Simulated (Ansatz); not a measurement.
# How Os(0001) screens a field

Wanted: the response of a Os(0001) slab to a perpendicular field.

Program: Ansatz 0.2.0. Level of theory: plane-wave DFT, PBE, Ansatz PAW. Values are calculated unless marked as measured.

Report form: inputs, costs, results and the conclusion, without the logs.

## 1. The system as given

The cell holds 7 atoms: 7 Os. Cell: a = 2.740 Å, b = 2.740 Å, c = 30.979 Å, α = 90.0°, β = 90.0°, γ = 60.0°. Vacuum lies along c.

## 2. Single point, field 0

A sawtooth potential applies the field, turning back in the middle of the vacuum. With the dipole correction the typed value is the field outside the slab. The induced dipole is small, so the SCF threshold is tight.

input.yaml

```yaml
crystal:
  lattice:
    - [2.74, 0.0, 0.0]
    - [1.37, 2.3729096064, 0.0]
    - [0.0, 0.0, 30.97938]
  atoms:
    - { symbol: Os, position: [0.0, 0.0, 0.2905158205] }
    - { symbol: Os, position: [0.6666666667, 0.6666666667, 0.3603438803] }
    - { symbol: Os, position: [0.0, 0.0, 0.4301719402] }
    - { symbol: Os, position: [0.6666666667, 0.6666666667, 0.5] }
    - { symbol: Os, position: [0.0, 0.0, 0.5698280598] }
    - { symbol: Os, position: [0.6666666667, 0.6666666667, 0.6396561197] }
    - { symbol: Os, position: [0.0, 0.0, 0.7094841795] }
kpoints:
  mp_grid: { grid: [24, 24, 1] }
hamiltonian:
  xc: pbe
scf:
  occupations: { method: fermi_dirac, width: 0.1 }
  convergence: { dr2_threshold: 1.0e-10 }
efield:
  axis: 3
  dipole_correction: true
  ramp_position: 0.97
  ramp_width: 0.06
  amplitude: 0
output:
  forces: true
  write_potential: true
  write_density: true
  volumetric_format: npy
```

Command:

```
ansatz run input.yaml --threads 4 --pin off --max-ram 6144MiB --backend cpu --events-out ev --progress --plain --runs-dir out
```

Elapsed: 30 s, on 4 threads of Arm Neoverse V1, shared host; peak memory 0.92 GiB.

Read from the output:

- energy at zero smearing: -79689.3547 eV
- work function, upper face: 5.369 eV
- dipole along the normal: -3.37e-8 e·Å

Running mean over 2.16323 Å of the planar mean; the ramp of the sawtooth is left out. The electron's electrostatic potential energy less the Fermi level by z:

```
z (Å)  electron's electrostatic potential energy less the Fermi level (eV)
  3.5                                                                 5.37
  4.0                                                                 5.37
  4.5                                                                 5.37
  5.0                                                                 5.36
  5.5                                                                 5.34
  6.0                                                                 5.27
  6.5                                                                 5.00
  7.0                                                                 4.03
  7.5                                                                0.701
  8.0                                                                -5.09
  8.5                                                                -10.2
  9.0                                                                -12.3
  9.5                                                                -12.7
 10.0                                                                -12.8
 10.5                                                                -12.9
 11.0                                                                -13.0
 11.5                                                                -13.1
 12.0                                                                -13.1
 12.5                                                                -13.0
 13.0                                                                -13.0
 13.5                                                                -13.0
 14.0                                                                -13.0
 14.5                                                                -13.0
 15.0                                                                -13.0
 15.5                                                                -13.0
 16.0                                                                -13.0
 16.5                                                                -13.0
 17.0                                                                -13.0
 17.5                                                                -13.0
 18.0                                                                -13.0
 18.5                                                                -13.0
 19.0                                                                -13.1
 19.5                                                                -13.1
 20.0                                                                -13.0
 20.5                                                                -12.9
 21.0                                                                -12.8
 21.5                                                                -12.6
 22.0                                                                -12.2
 22.5                                                                -10.1
 23.0                                                                -4.83
 23.5                                                                0.909
 24.0                                                                 4.10
 24.5                                                                 5.03
 25.0                                                                 5.28
 25.5                                                                 5.34
 26.0                                                                 5.36
 26.5                                                                 5.37
 27.0                                                                 5.37
 27.5                                                                 5.37
```

Force by atom:

```
atom  x (eV/Å)  y (eV/Å)  z (eV/Å)   size
 Os1     0.000     0.000     0.705  0.705
 Os2     0.000     0.000    -0.811  0.811
 Os3     0.000     0.000    -0.305  0.305
 Os4     0.000     0.000     0.000  0.000
 Os5     0.000     0.000     0.305  0.305
 Os6     0.000     0.000     0.811  0.811
 Os7     0.000     0.000    -0.705  0.705
```

The work function of the upper face is 5.37 eV.

## 3. Atoms held, field 0.05 V/Å

Changes to input.yaml since step 2:

```diff
@@ -25,3 +25,3 @@
   ramp_width: 0.06
-  amplitude: 0
+  amplitude: 0.05
 output:
```

Wall time 35 s (4 threads); peak memory 0.91 GiB; 2.3 min of CPU time.

The dipole is 0.0297 e·Å.

## 4. Single point, field -0.05 V/Å

Changes to input.yaml since step 3:

```diff
@@ -25,3 +25,3 @@
   ramp_width: 0.06
-  amplitude: 0.05
+  amplitude: -0.05
 output:
```

Run time: 36 s. Hardware: 4 threads; peak memory 0.91 GiB.

The dipole is -0.0297 e·Å.

## 5. Single point, field 0.1 V/Å

Changes to input.yaml since step 4:

```diff
@@ -25,3 +25,3 @@
   ramp_width: 0.06
-  amplitude: -0.05
+  amplitude: 0.1
 output:
```

The job ended after 35 s (4 threads; peak memory 0.91 GiB).

The dipole is 0.0594 e·Å.

## 6. Single point, field -0.1 V/Å

Changes to input.yaml since step 5:

```diff
@@ -25,3 +25,3 @@
   ramp_width: 0.06
-  amplitude: 0.1
+  amplitude: -0.1
 output:
```

Wall time 35 s (4 threads); peak memory 0.91 GiB; 2.3 min of CPU time.

The dipole is -0.0594 e·Å.

## 7. Single point, field 0.2 V/Å

Changes to input.yaml since step 6:

```diff
@@ -25,3 +25,3 @@
   ramp_width: 0.06
-  amplitude: -0.1
+  amplitude: 0.2
 output:
```

Run time: 35 s. Hardware: 4 threads; peak memory 0.9 GiB; 2.3 min of CPU time.

The dipole is 0.119 e·Å.

## 8. Atoms held, field -0.2 V/Å

Changes to input.yaml since step 7:

```diff
@@ -25,3 +25,3 @@
   ramp_width: 0.06
-  amplitude: 0.2
+  amplitude: -0.2
 output:
```

Elapsed: 35 s, on 4 threads; peak memory 0.9 GiB.

The dipole is -0.119 e·Å.

## 9. Atoms held, field 0.4 V/Å

Changes to input.yaml since step 8:

```diff
@@ -25,3 +25,3 @@
   ramp_width: 0.06
-  amplitude: -0.2
+  amplitude: 0.4
 output:
@@ -31 +31,2 @@
   volumetric_format: npy
+  elf: true
```

The job ended after 36 s (4 threads; peak memory 0.9 GiB).

Running mean over 2.16323 Å of the planar mean, with the applied field; the ramp of the sawtooth is left out. Table of electron's electrostatic potential energy less the Fermi level by z:

| z (Å) | electron's electrostatic potential energy less the Fermi level (eV) |
| --- | --- |
| 4 | 4.09 |
| 5 | 4.48 |
| 6 | 4.77 |
| 7 | 3.84 |
| 8 | -5.12 |
| 9 | -12.3 |
| 10 | -12.8 |
| 11 | -13.0 |
| 12 | -13.1 |
| 13 | -13.0 |
| 14 | -13.0 |
| 15 | -13.0 |
| 16 | -13.0 |
| 17 | -13.0 |
| 18 | -13.0 |
| 19 | -13.1 |
| 20 | -13.0 |
| 21 | -12.8 |
| 22 | -12.2 |
| 23 | -4.80 |
| 24 | 4.30 |
| 25 | 5.80 |
| 26 | 6.28 |
| 27 | 6.68 |

The dipole is 0.238 e·Å.

## 10. The response

This step: plane-wave DFT, PBE, Ansatz PAW; screening of a field by a metal slab (Ansatz 0.2.0).

The dipoles give the slope, and the difference of two potentials shows where the field is screened.

Numbers from this step:

* equivalent conductor thickness p/(ε₀AE): 16.52 Å
* distance between the outer atoms: 12.98 Å
* inner field over outer field: -1.63e-4
* image plane, upper face: 1.762 Å
* induced electrons on the upper face over ε₀E: -1.001
* image plane, lower face: 1.762 Å
* induced electrons on the lower face over ε₀E: 1.001

Table of dipole of the cell by applied field:

| applied field (V/Å) | dipole of the cell (e·Å) |
| --- | --- |
| -0.200 | -0.119 |
| -0.100 | -0.0594 |
| -0.050 | -0.0297 |
| 0.000 | 0 |
| 0.050 | 0.0297 |
| 0.100 | 0.0594 |
| 0.200 | 0.119 |
| 0.400 | 0.238 |

Local field over the applied field, running mean. From the potentials at -0.05 and 0.05 V/Å; running mean over 2.16323 Å. Local field over applied field against z:

z (Å), local field over applied field and a bar from the least value:
```
      4.5      0.995 ##############################
      5.0      0.986 ##############################
      5.5      0.963 #############################
      6.0      0.911 ###########################
      6.5      0.803 ########################
      7.0      0.623 ###################
      7.5      0.403 ############
      8.0      0.212 ######
      8.5      0.068 ##
      9.0      0.002 
      9.5      0.000 
     10.0      0.002 
     10.5      0.005 
     11.0      0.002 
     11.5     -0.002 
     12.0     -0.003 
     12.5     -0.003 
     13.0     -0.004 
     13.5     -0.002 
     14.0     -0.001 
     14.5      0.000 
     15.0      0.000 
     15.5      0.000 
     16.0      0.000 
     16.5      0.000 
     17.0     -0.001 
     17.5     -0.002 
     18.0     -0.004 
     18.5     -0.003 
     19.0     -0.003 
     19.5     -0.001 
     20.0      0.002 
     20.5      0.005 
     21.0      0.002 
     21.5      0.000 
     22.0      0.003 
     22.5      0.073 ##
     23.0      0.219 #######
     23.5      0.412 ############
     24.0      0.632 ###################
     24.5      0.809 ########################
     25.0      0.914 ############################
     25.5      0.965 #############################
     26.0      0.986 ##############################
     26.5      0.995 ##############################
```

The induced electron density oscillates, so the rows of the table below give means over 1 Å (shorter at the two ends). Its distinct maxima (Å: e/Å³ per V/Å): 7.7: 0.00396, 9.0: 5.7e-4, 21.7: 5.6e-4, 22.4: 0.00121. Distinct minima: 8.6: -0.00121, 9.3: -5.6e-4, 21.9: -5.7e-4, 23.2: -0.00396.

Electrons, planar mean, per unit field. Induced electron density against z; means over each step:

```
z (Å)  induced electron density (e/Å³ per V/Å)
    5                                   9.7e-5
    6                                   6.0e-4
    7                                  0.00250
    8                                  0.00253
    9                                  -2.6e-4
   10                                   2.1e-5
   11                                  -3.1e-5
   12                                   9.5e-5
   13                                  -3.2e-5
   14                                  -5.5e-6
   15                                   8.1e-6
   16                                  -8.3e-6
   17                                   5.7e-6
   18                                   3.2e-5
   19                                  -9.9e-5
   20                                   3.1e-5
   21                                  -1.2e-5
   22                                   2.8e-4
   23                                 -0.00263
   24                                 -0.00245
   25                                  -5.8e-4
   26                                  -9.3e-5
```

By hand: between -0.05 and 0.05 V/Å the dipole changes by 0.05936 e·Å, a slope of 0.5936 e·Å²/V. A perfect conductor of thickness t has p = ε₀AEt, so t = 180.95 × 0.5936 / 6.502 = 16.52 Å (e/ε₀ = 180.95 V·Å, A in Å²). Less the 12.98 Å between the outer atoms, and halved, that puts each image plane 1.77 Å out.

The induced dipole is that of a conductor 16.52 Å thick.

## 11. The same run with other settings

This step: plane-wave DFT, PBE, Ansatz PAW (Ansatz 0.2.0).

An input spoilt on purpose, to show how the run answers: it repeats the earlier run at 0.05 V/Å with efield.axis from 3 to 2, and scf.max_iter set to 80.

Changes to input.yaml since step 9:

```diff
@@ -20,4 +20,5 @@
   convergence: { dr2_threshold: 1.0e-10 }
+  max_iter: 80
 efield:
-  axis: 3
+  axis: 2
   dipole_correction: true
@@ -25,3 +26,3 @@
   ramp_width: 0.06
-  amplitude: 0.4
+  amplitude: 0.05
 output:
@@ -31,2 +32 @@
   volumetric_format: npy
-  elf: true
```

Elapsed: 0.36 s, on 4 threads; peak memory 0.88 GiB.

The program refused the input before any cycle.

The program's message: “Error: efield: ion 0 (Os) at fractional coordinate 0.0000 along the field axis lies inside the sawtooth ramp with 2 of the planes that the density is read on at each end, [0.8700, 0.1300] — the ramp m …”

The fault put into the input: the field along an axis without vacuum.

## 12. A changed input

Another changed input: it repeats the earlier run at 0.05 V/Å with scf.occupations.width from 0.1 removed and scf.occupations.method from fermi_dirac to tetrahedron_uncorrected.

Changes to input.yaml since step 11:

```diff
@@ -18,7 +18,6 @@
 scf:
-  occupations: { method: fermi_dirac, width: 0.1 }
+  occupations: { method: tetrahedron_uncorrected }
   convergence: { dr2_threshold: 1.0e-10 }
-  max_iter: 80
 efield:
-  axis: 2
+  axis: 3
   dipole_correction: true
```

Elapsed: 62 s, on 4 threads; peak memory 0.88 GiB; 4.1 min of CPU time.

Numbers from this step:

```
dipole along the normal : 0.02967 e·Å
```

Force by atom:

```
atom  x (eV/Å)  y (eV/Å)  z (eV/Å)   size
 Os1     0.000     0.000     0.690  0.690
 Os2     0.000     0.000    -0.738  0.738
 Os3     0.000     0.000    -0.376  0.376
 Os4     0.000     0.000     0.001  0.001
 Os5     0.000     0.000     0.375  0.375
 Os6     0.000     0.000     0.741  0.741
 Os7     0.000     0.000    -0.693  0.693
```

```
                     quantity  this run  earlier run  difference
dipole along the normal (e·Å)   0.02967      0.02968     -1.1e-5
```

The dipole moves by under 0.5 % or 5e-5 e·Å. The run took 38 SCF cycles against 13.

## 13. Results

- work function: 5.37 eV
- image plane, upper face: 1.76 Å
- induced electrons on the upper face over ε₀E: -1.00
- equivalent conductor thickness p/(ε₀AE): 16.5 Å
- inner field over outer field: -1.6e-4

In words: The induced charge has its centre 1.76 Å outside the outermost atoms; this is the plane from which a capacitor's gap or an image potential counts. The equivalent conductor thickness exceeds the distance between the outer atoms by 3.54 Å, about the sum of the two image-plane distances. In the middle of the slab the field is screened to under 0.5 % of its outer value. The atoms are held at bulk positions with the tabulated experimental lattice constant.

[Long decimals in the printed logs are rounded to 6 places.]

[Logs are printed without paths, hosts, clocks, repeated set-up lines and the standing remarks that a program may print on its own settings, such as how far it seeks lower states.]

[Hosts, paths, dates, database ids (printed as entryN), source tags and the programs' standing remarks are cut or masked in the printed files.]

[Maps of the electrostatic potential energy from Ansatz leave out the sawtooth potential of an applied field or a dipole correction, so their vacuum need not be flat; planar profiles and work functions include it.]
